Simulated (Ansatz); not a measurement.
## Pb2C (model cell, started as cuprite): phonons and vibrational spectra

How does Pb2C (model cell, started as cuprite) vibrate, and is this structure a minimum?

Main program and level: Ansatz 0.2.0; DFT PBEsol, scalar-relativistic, plane waves, PAW.

Report form: the programs' logs are mostly left out.

The structure was built from a prototype and need not be the compound's stable phase.

### Step 1. Set-up

The structure is cubic, space group Pn-3m (No. 224). The conventional cell has a = 5.467 Å, b = 5.467 Å, c = 5.467 Å, α = 90.00°, β = 90.00°, γ = 90.00°. Nearest to C lie 4 Pb at 2.37 Å. Pb has 2 C at 2.37 Å nearest. Farther neighbours are not listed.

### Step 2. Relaxation

The cell and atoms are relaxed, since residual forces and stress would shift the frequencies.

input.yaml

```yaml
crystal:
  lattice:
    - [5.46681, 0.0, 0.0]
    - [0.0, 5.46681, 0.0]
    - [0.0, 0.0, 5.46681]
  atoms:
    - { symbol: C, position: [0.0, 0.0, 0.0] }
    - { symbol: C, position: [0.5, 0.5, 0.5] }
    - { symbol: Pb, position: [0.25, 0.25, 0.25] }
    - { symbol: Pb, position: [0.75, 0.75, 0.25] }
    - { symbol: Pb, position: [0.75, 0.25, 0.75] }
    - { symbol: Pb, position: [0.25, 0.75, 0.75] }
kpoints:
  mp_grid: { grid: [6, 6, 6] }
hamiltonian:
  xc: pbesol
scf:
  occupations: { method: gaussian, width: 0.1 }
output:
  forces: true
  stress: true
  eigenvalues: true
relax:
  adjacent_minimum: "off"
  f_tol: 0.005
  max_steps: 80
  cell: { stress_tol: 0.05 }
```

Run with:

```bash
> ansatz run input.yaml --threads 8 --pin off --max-ram 14336MiB --backend cpu --events-out ev --progress --plain --runs-dir out
```

Run time: 6.1 s. Hardware: 8 threads of Arm Neoverse V2, shared host; peak memory 0.67 GiB; 43 s of CPU time.

The steps of the relaxation:

```
step  energy less that of the first step (eV)  largest force component (eV/Å)  pressure (GPa)  volume (Å³)
   1                                   0.0000                          0.0000           -3.13       163.38
   2                                  -0.1376                          0.0000            1.03       146.82
   3                                  -0.1457                          0.0000           -0.16       150.61
   4                                  -0.1463                          0.0000           -0.01       150.09
  5*                                  -0.1420                          0.0000           -0.05       150.09
```

Relaxation steps marked * repeat the geometry before them on a plane-wave basis chosen anew for their cell, so energy and pressure can jump there.

The run keeps the 48 symmetry operations that it works with, so distortions that break them were not tested.

```
conventional cell, symmetrised  before  after  change
                         a (Å)   5.467  5.314  -2.8 %
                         b (Å)   5.467  5.314  -2.8 %
                         c (Å)   5.467  5.314  -2.8 %
              volume (Å³/atom)   27.23  25.01  -8.1 %
```

The relaxed structure:

```xyz
6
Lattice="5.3143 0.0000 0.0000 0.0000 5.3143 0.0000 0.0000 0.0000 5.3143" Properties=species:S:1:pos:R:3 pbc="T T T"
C     0.0000    0.0000    0.0000
C     2.6572    2.6572    2.6572
Pb    1.3286    1.3286    1.3286
Pb    3.9857    3.9857    1.3286
Pb    3.9857    1.3286    3.9857
Pb    1.3286    3.9857    3.9857
```

Numbers from this step:

| Item | Value |
| --- | --- |
| pressure | -0.04524 GPa |
| volume per atom | 25.01 Å³ |
| gap on the k-mesh | 0 eV |

In this step the volume went from 27.23 to 25.01 Å³/atom.

### Step 3. Relaxation

The relaxation is repeated from its end on the same settings, as a check that it has come to rest.

Changes to input.yaml since step 2:

```diff
@@ -2,5 +2,5 @@
   lattice:
-    - [5.46681, 0.0, 0.0]
-    - [0.0, 5.46681, 0.0]
-    - [0.0, 0.0, 5.46681]
+    - [5.3143041857, 0.0, 0.0]
+    - [0.0, 5.3143041857, 0.0]
+    - [0.0, 0.0, 5.3143041857]
   atoms:
@@ -22,2 +22,6 @@
   eigenvalues: true
+  write_density: true
+  write_potential: true
+  elf: true
+  volumetric_format: npy
 relax:
```

It took 2.9 s on 8 threads; peak memory 0.64 GiB.

Little changed from the start: no atom moved by 0.005 Å and no cell edge by 0.1 %.

In this step the volume went from 25.01 to 25.01 Å³/atom.

### Step 4. Relaxing to small forces for the phonons

Phonons need a cell at rest on their own settings, so the relaxation is repeated with tight tolerances on forces and stress on the k mesh and occupations of the first response run.

input.yaml, the sections that differ from step 3:

```yaml
scf:
  occupations: { method: methfessel_paxton, width: 0.15 }
output:
  forces: true
  stress: true
  eigenvalues: true
relax:
  adjacent_minimum: "off"
  f_tol: 0.001
  max_steps: 60
  cell: { stress_tol: 0.01 }
# crystal, kpoints, hamiltonian: as in step 3
```

Run time: 4.4 s. Hardware: 8 threads; peak memory 0.64 GiB; 31 s of CPU time.

Little changed from the start: no atom moved by 0.005 Å and no cell edge by 0.1 %.

This step gave:

```yaml
pressure: -8.63e-4 GPa
volume_per_atom: 24.98 Å³
```

The forces vanish by symmetry and the pressure is -0.001 GPa, within the tolerances set. The cell now holds 24.98 Å³/atom.

### Step 5. Response at finite wavevector

Stability and thermal properties need the whole zone. Linear response on a 2×2×2 q mesh gives force constants as far as a supercell of that size would.

input.yaml

```yaml
crystal:
  lattice:
    - [5.3121165119, 0.0, 0.0]
    - [0.0, 5.3121165119, 0.0]
    - [0.0, 0.0, 5.3121165119]
  atoms:
    - { symbol: C, position: [0.0, 0.0, 0.0] }
    - { symbol: C, position: [0.5, 0.5, 0.5] }
    - { symbol: Pb, position: [0.25, 0.25, 0.25] }
    - { symbol: Pb, position: [0.75, 0.75, 0.25] }
    - { symbol: Pb, position: [0.75, 0.25, 0.75] }
    - { symbol: Pb, position: [0.25, 0.75, 0.75] }
kpoints:
  mp_grid: { grid: [6, 6, 6] }
hamiltonian:
  xc: pbesol
scf:
  occupations: { method: methfessel_paxton, width: 0.15 }
output:
  eigenvalues: true
phonons:
  method: dfpt
  qmesh: [2, 2, 2]
  temperatures: { t_max: 1000, t_step: 50 }
  qpath:
    path:
      - [[0.0, 0.0, 0.0], [0.0, 0.5, 0.0], [0.5, 0.5, 0.0], [0.0, 0.0, 0.0], [0.5, 0.5, 0.5], [0.0, 0.5, 0.0]]
      - [[0.5, 0.5, 0.5], [0.5, 0.5, 0.0]]
    npoints: 10
```

Run time: 89 s. Hardware: 8 threads; peak memory 2 GiB.

Numbers from this step:

* sum-rule residual before enforcement: 3.10e-5 eV/Å²
* lowest frequency on the path: -278.5 cm⁻¹
* point group: m-3m
* highest frequency on the path or at a solved wavevector: 418.3 cm⁻¹
* highest optical mode at the zone centre (no LO-TO term): 353.2 cm⁻¹
* lowest optical zone-centre mode: -101.0 cm⁻¹
* lowest mode on the q mesh (acoustic modes at Γ apart): -278.5 cm⁻¹

Frequencies (cm⁻¹) solved at each irreducible wavevector; negative means imaginary. Frequencies by wavevector, by row:

```
q in reciprocal lattice units  star  mode 1  mode 2  mode 3  mode 4  mode 16  mode 17  mode 18
                        0 0 0     1    -101    -101    -101   -76.4    353.2    353.2    353.2
                     0 0 -0.5     3   -84.2   -84.2   -52.3   -52.3    308.6    407.8    407.8
                  0 -0.5 -0.5     3  -278.5  -278.5     -59     -59    275.9    383.6    383.6
               -0.5 -0.5 -0.5     1     -93     -93     -93   -40.7      342      342      342
```

Interpolated from a 2×2×2 q mesh. The phonon branches at the labelled points (cm⁻¹):

```
    point  branch 1  branch 2  branch 3  branch 4  branch 15  branch 16  branch 17  branch 18
        Γ      -101      -101      -101       -76        138        353        353        353
  halfway      -101      -101       -58       -54        186        350        382        382
        X       -84       -84       -52       -52        309        309        408        408
  halfway      -197      -197       -56       -56        276        276        403        403
        M      -278      -278       -59       -59        276        276        384        384
  halfway      -157      -153       -58       -54        206        326        393        398
        Γ      -101      -101      -101       -76        138        353        353        353
  halfway      -153      -119      -119       -51        158        377        378        378
        R       -93       -93       -93       -41        253        342        342        342
  halfway      -197      -136       -84       -59        177        351        358        407
        X       -84       -84       -52       -52        309        309        408        408
jump to R       -93       -93       -93       -41        253        342        342        342
  halfway      -178      -178       -79       -50        253        320        378        378
        M      -278      -278       -59       -59        276        276        384        384
```

Tetrahedra on a 12×12×12 mesh, mean over bins of 10 cm-1. Interpolated from a 2×2×2 q mesh. Phonon density of states against wavenumber; read off at these points:

wavenumber (cm⁻¹), phonon density of states (1/cm⁻¹/cell) and a bar:
```
     -275      0.000 
     -255      0.003 
     -225      0.007 #
     -205      0.010 #
     -175      0.015 ##
     -155      0.014 ##
     -135      0.016 ##
     -105      0.021 ###
      -85      0.018 ##
      -65      0.047 ######
      -45      0.250 ##############################
      -35      0.092 ###########
      -15      0.002 
       15      0.009 #
       25      0.106 #############
       35      0.087 ##########
       55      0.088 ###########
       85      0.040 #####
       95      0.053 ######
      105      0.031 ####
      125      0.009 #
      155      0.005 #
      175      0.009 #
      205      0.010 #
      225      0.011 #
      245      0.010 #
      275      0.002 
      295      0.006 #
      315      0.012 #
      345      0.023 ###
      365      0.016 ##
      395      0.055 #######
      415      0.009 #
```

The partial phonon density of states has structure finer than the step of the table below, so its rows give means over 20 cm⁻¹, whole bins alone (the curve runs from -283 to 438 cm⁻¹). Peaks (cm⁻¹: height): C -151.6: 0.0142, -106.3: 0.0131, 52.4: 0.0117, 238.4: 0.0121, 392.6: 0.0496; Pb -42.8: 0.219, 29.8: 0.0984.

Phonopy on the run's constants, 11x11x11 mesh, Gaussian sigma 5.2 cm-1. Interpolated from a 2×2×2 q mesh. The partial phonon density of states by wavenumber; means over each step; values in 1/cm⁻¹/cell:

```
wavenumber (cm⁻¹)        C       Pb
             -260  0.00294   1.6e-4
             -240  0.00434   3.0e-4
             -220  0.00726   7.4e-4
             -200   0.0102  0.00132
             -180   0.0104  0.00184
             -160   0.0116  0.00372
             -140  0.00928  0.00385
             -120   0.0106  0.00646
             -100  0.00960  0.00943
              -80  0.00477   0.0172
              -60  0.00430    0.105
              -40  0.00171    0.158
              -20   3.9e-4  0.00758
                0   3.4e-4  0.00293
               20  0.00323   0.0506
               40  0.00782   0.0781
               60  0.00845   0.0449
               80  0.00740   0.0325
              100  0.00846   0.0295
              120  0.00340  0.00842
              140  0.00211  0.00462
              160  0.00273  0.00410
              180  0.00512  0.00380
              200  0.00735  0.00319
              220  0.00606  0.00171
              240  0.00977  0.00191
              260  0.00474   8.3e-4
              280  0.00387   6.7e-4
              300  0.00625  0.00105
              320   0.0115  0.00175
              340   0.0167  0.00255
              360   0.0154  0.00220
              380   0.0353  0.00429
              400   0.0387  0.00409
              420  0.00712   6.7e-4
```

Symmetry leaves 4 wavevectors to solve. The lowest mode among them, the acoustic zeros apart, lies at q = (0, -0.5, -0.5) and is imaginary, 278.5i cm⁻¹, so the energy falls along it.

### Step 6. Outcome

- space group after relaxation (within 0.01 Å): Pn-3m
- volume per atom: 25.0 Å³
- electronic character: no gap on this mesh
- highest optical mode at the zone centre (no LO-TO term): 353 cm⁻¹
- lowest optical zone-centre mode: -101 cm⁻¹
- lowest mode on the q mesh (acoustic modes at Γ apart): -279 cm⁻¹
- highest frequency on the path or at a solved wavevector: 418 cm⁻¹
- imaginary modes on the 2×2×2 q mesh: yes

What this shows: Modes are clearly imaginary (beyond 10i cm⁻¹) at 4 of the 4 irreducible wavevectors, most at q = (0, -0.5, -0.5) (278.5i cm⁻¹), so this structure is not a minimum of the energy. The optical modes at Γ span -101 to 353 cm⁻¹ (negative means imaginary). With no gap, or one that is small against the smearing, the frequencies hang on the k mesh and the smearing, most of all near Kohn anomalies. Spin-orbit coupling is left out, which can matter for the heavy elements here. The starting cell was built on a prototype and not taken from a measurement, so the phase need not exist. These are harmonic frequencies at zero temperature: anharmonic shifts, linewidths and thermal expansion are left out.

[Logs are printed without paths, hosts, clocks, repeated set-up lines and the standing remarks that a program may print on its own settings, such as how far it seeks lower states.]

[Hosts, paths, dates, database ids (printed as entryN), source tags and the programs' standing remarks are cut or masked in the printed files.]
